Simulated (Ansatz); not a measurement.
# Zn3SbN3 (Cm): the gap up the ladder of methods, part 2 of 2

What gap does each level of theory give for Zn3SbN3 (Cm), and in what time?

Ansatz 0.2.0; density functionals, hybrids and G0W0, plane waves, PAW. Known limits of the many-body steps: finite bands, screening cutoff and k mesh; no spin-orbit coupling in G0W0; d shells not analysed.

So far. Step 11 (G0W0@HSE06, 4×4×4 mesh, 804 empty bands, screening to …): Over 19 of 24 irreducible mesh points the G0W0 gap is 2.675 eV, from k = (0.250, -0.250, 0.000) to k = (0.000, 0.000, 0.250). The HSE06 gap of this run on the mesh is 2.400 eV. The two states that bound the G0W0 gap lie that far apart at the start, so the correction of the gap is 2.675 − 2.400 = +0.275 eV.

In doubt: masses and optical values from hybrid runs of this build are listed as unsure (steps 11, 12), which bears on the screening that GW takes from such a start.

## 13. The ladder

Each gap is the least one over the points named; times are wall times on shared hosts, not benchmarks. A G0W0 time includes the run's own self-consistent start. Runs with listed points see these and the mesh alone, so an edge that moves elsewhere is missed. Rows marked * are further runs, not shown as steps, whose inputs differ from the G0W0 step on the same start in the columns given; solver thresholds can differ too. Symmetry makes (-0.250, 0.250, 0.000) and (0.250, -0.250, 0.000) one point.

| level | mesh | files, cutoff | bands summed, screening | points | gap (eV) | valence top | conduction bottom | least direct gap (eV) | time |
| --- | --- | --- | --- | --- | --- | --- | --- | --- | --- |
| LDA | 6×6×6 | soft_1 PAW, 420 eV | - | mesh and listed points | 1.361 | (-0.250, 0.250, 0.000) | (0.000, 0.000, -0.300) | 1.503 | 8.9 s |
| PBEsol | 6×6×6 | soft_1 PAW, 420 eV | - | mesh and listed points | 1.324 | (-0.250, 0.250, 0.000) | (0.000, 0.000, -0.300) | 1.467 | 9.9 s |
| PBE | 6×6×6 | soft_1 PAW, 420 eV | - | mesh and path | 1.373 | (-0.250, 0.250, 0.000) | (0.000, 0.000, -0.300) | 1.513 | 7.9 s |
| PBE+SOC | 6×6×6 | soft_1 PAW, 420 eV | - | mesh and listed points | 1.328 | (-0.250, 0.250, 0.000) | (0.000, 0.000, -0.300) | 1.484 | 20 s |
| r2SCAN | 6×6×6 | soft_1 PAW, 500 eV | - | mesh and listed points | 1.671 | (-0.250, 0.250, 0.000) | (0.000, 0.000, -0.300) | 1.799 | 14 s |
| HSE06 | 4×4×4 | soft_1 PAW, 420 eV | - | mesh and listed points | 2.350 | (-0.250, 0.250, 0.000) | (0.000, 0.000, -0.300) | 2.450 | 42 s |
| PBE0 | 4×4×4 | soft_1 PAW, 420 eV | - | mesh and listed points | 3.029 | (-0.250, 0.250, 0.000) | (0.000, 0.000, -0.300) | 3.121 | 46 s |
| DDH-PBE0 | 4×4×4 | soft_1 PAW, 420 eV | - | mesh and listed points | 2.182 | (-0.250, 0.250, 0.000) | (0.000, 0.000, -0.300) | 2.296 | 92 s |
| G0W0@PBE* | 4×4×4 | soft_1 PAW, 420 eV | 165, 69 eV | 19 of 24 irreducible mesh points | 2.074 | (0.250, -0.250, 0.000) | (0.000, 0.000, 0.250) | 2.279 | 33 s |
| G0W0@PBE* | 4×4×4 | soft_1 PAW, 420 eV | 406, 138 eV | 19 of 24 irreducible mesh points | 2.131 | (0.250, -0.250, 0.000) | (0.000, 0.000, 0.250) | 2.331 | 70 s |
| G0W0@PBE | 4×4×4 | soft_1 PAW, 420 eV | 837, 230 eV | 19 of 24 irreducible mesh points | 2.184 | (0.250, -0.250, 0.000) | (0.000, 0.000, 0.250) | 2.378 | 2.4 min |
| G0W0@HSE06 | 4×4×4 | soft_1 PAW, 420 eV | 837, 230 eV | 19 of 24 irreducible mesh points | 2.675 | (0.250, -0.250, 0.000) | (0.000, 0.000, 0.250) | 2.859 | 4.1 min |
| G0W0@PBE0 | 4×4×4 | soft_1 PAW, 420 eV | 837, 230 eV | 19 of 24 irreducible mesh points | 2.872 | (0.250, -0.250, 0.000) | (0.000, 0.000, 0.250) | 3.053 | 5.3 min |

## 14. Results

| Item | Value |
| --- | --- |
| LDA, over mesh and listed points | 1.361 eV |
| PBEsol, over mesh and listed points | 1.324 eV |
| PBE, over mesh and path | 1.373 eV |
| PBE+SOC, over mesh and listed points | 1.328 eV |
| r2SCAN, over mesh and listed points | 1.671 eV |
| HSE06, over mesh and listed points | 2.350 eV |
| PBE0, over mesh and listed points | 3.029 eV |
| DDH-PBE0, over mesh and listed points | 2.182 eV |
| G0W0@PBE (837 bands, 4×4×4), over 19 of 24 irreducible mesh points | 2.184 eV |
| G0W0@HSE06, over 19 of 24 irreducible mesh points | 2.675 eV |
| G0W0@PBE0, over 19 of 24 irreducible mesh points | 2.872 eV |
| known limits | finite bands, screening cutoff and k mesh; no spin-orbit coupling in G0W0; d shells not analysed |

**Reading.** The rows run from 1.324 eV (PBEsol) to 3.029 eV (PBE0). They differ in mesh, plane-wave cutoff, bands and screening cutoff of G0W0 and the points over which the gap was sought as well as in level, so only pairs that share these are like for like. PBEsol against LDA: 1.324 − 1.361 = −0.037 eV, with the same mesh, files and cutoff, and both edges at the same k points. PBE against PBEsol: 1.373 − 1.324 = +0.049 eV, with the same mesh, files and cutoff, and both edges at the same k points. PBE+SOC against PBE: 1.328 − 1.373 = −0.045 eV, with the same mesh, set of files (read in its fully relativistic form for the spin-orbit run) and cutoff, and both edges at the same k points. The spin-orbit run sees mesh and listed points alone, so its gap is an upper bound: the coupling can move an edge off these points, the more so as this crystal has no centre of inversion, and the change over the zone, its sign included where it is small, is not known. PBE0 against HSE06: 3.029 − 2.350 = +0.679 eV, with the same mesh, files and cutoff, and both edges at the same k points. DDH-PBE0 against PBE0: 2.182 − 3.029 = −0.847 eV, with the same mesh, files and cutoff, and both edges at the same k points. G0W0@HSE06 against G0W0@PBE with 837 bands: 2.675 − 2.184 = +0.491 eV, with the same mesh, files and cutoffs, and both edges at the same k points. G0W0@PBE0 against G0W0@HSE06 with 837 bands: 2.872 − 2.675 = +0.197 eV, with the same mesh, files and cutoffs, and both edges at the same k points. The dielectric-dependent hybrid took 0.125 of exact exchange, against 0.25 in PBE0. G0W0@PBE (837 bands, 4×4×4) moves the gap of its own start on the mesh by 2.184 − 1.432 = +0.752 eV, between the same two levels. Over mesh and path, PBE puts the conduction bottom at k = (0.000, 0.000, -0.300), where no G0W0 correction was computed. The G0W0 gap over the whole zone is therefore not known from this run; at its settings it can only be equal to or under the 2.184 eV found, and no correction is carried over from another point. For the start itself the gap is 1.373 eV over mesh and path and 1.432 eV on the mesh of the G0W0 run, in runs that differ in mesh (6×6×6 and 4×4×4). G0W0@HSE06 moves the gap of its own start on the mesh by 2.675 − 2.400 = +0.275 eV, between the same two levels. Over mesh and listed points, HSE06 puts the conduction bottom at k = (0.000, 0.000, -0.300), where no G0W0 correction was computed. The G0W0 gap over the whole zone is therefore not known from this run; at its settings it can only be equal to or under the 2.675 eV found, and no correction is carried over from another point. For the start itself the gap is 2.350 eV over mesh and listed points and 2.400 eV on the mesh of the G0W0 run. G0W0@PBE0 moves the gap of its own start on the mesh by 2.872 − 3.085 = −0.213 eV, between the same two levels. Over mesh and listed points, PBE0 puts the conduction bottom at k = (0.000, 0.000, -0.300), where no G0W0 correction was computed. The G0W0 gap over the whole zone is therefore not known from this run; at its settings it can only be equal to or under the 2.872 eV found, and no correction is carried over from another point. For the start itself the gap is 3.029 eV over mesh and listed points and 3.085 eV on the mesh of the G0W0 run. What spin-orbit coupling does to the G0W0 levels was not computed, so no sum with the G0W0 gap is formed. For G0W0@PBE: from 165 bands and 69 eV to 837 bands and 230 eV the gap moves by 2.184 − 2.074 = +0.110 eV (rung by rung 2.074, 2.131, 2.184 eV); bands and screening cutoff rise together, so their parts are not told apart. A line in one over the bands through the two highest rungs gives 2.184 + (2.184 − 2.131) × 406 / (837 − 406) = 2.234 eV, and through the pair below 2.131 + (2.131 − 2.074) × 165 / (406 − 165) = 2.170 eV. The two differ by 0.064 eV, not under the 0.030 eV asked, so the law does not hold well over these rungs and the limit is not known. The other G0W0 rows are shown at one basis each (837 bands), so their distance from the limit is not known here. For G0W0@PBE0: the program's warnings for this run: coarse exchange mesh. The G0W0 runs are scalar-relativistic. One-shot GW is known to converge slowly in bands for compounds with shallow d shells. The cell holds Zn; the filling of the d shell and its place against the gap were not analysed here. No pair of G0W0 runs that differ in the mesh alone is shown (4×4×4 is a supercell whose nearest images lie 19 Å apart), so the error from the mesh is not known here. G0W0@PBE runs of this series with other atomic data on the same mesh, not shown as steps, give 2.222 eV (hard PAW, 870 eV, 1240 bands, screening to 299 eV); where bands and cutoffs differ too, the part of the files is not isolated.

[Runs of the session that timed out or met a known fault of the program may be left out.]

[Cells called generated may have been cut or substituted from an entry of the Crystallography Open Database or the Materials Project.]

[Hosts, paths, dates, database ids (printed as entryN), source tags and the programs' standing remarks are cut or masked in the printed files.]

[Where an RPA ε∞ is given, it is that of the G0W0 mesh and is not shown converged in it. Names of k-points follow the symmetry that the program found, which can be lower than the space group named. Band edges on a path are those of the sampled points; other points can move an edge, and change direct to indirect where valleys lie close.]

[Hybrid gaps are those of their k-mesh and are not shown converged in it.]
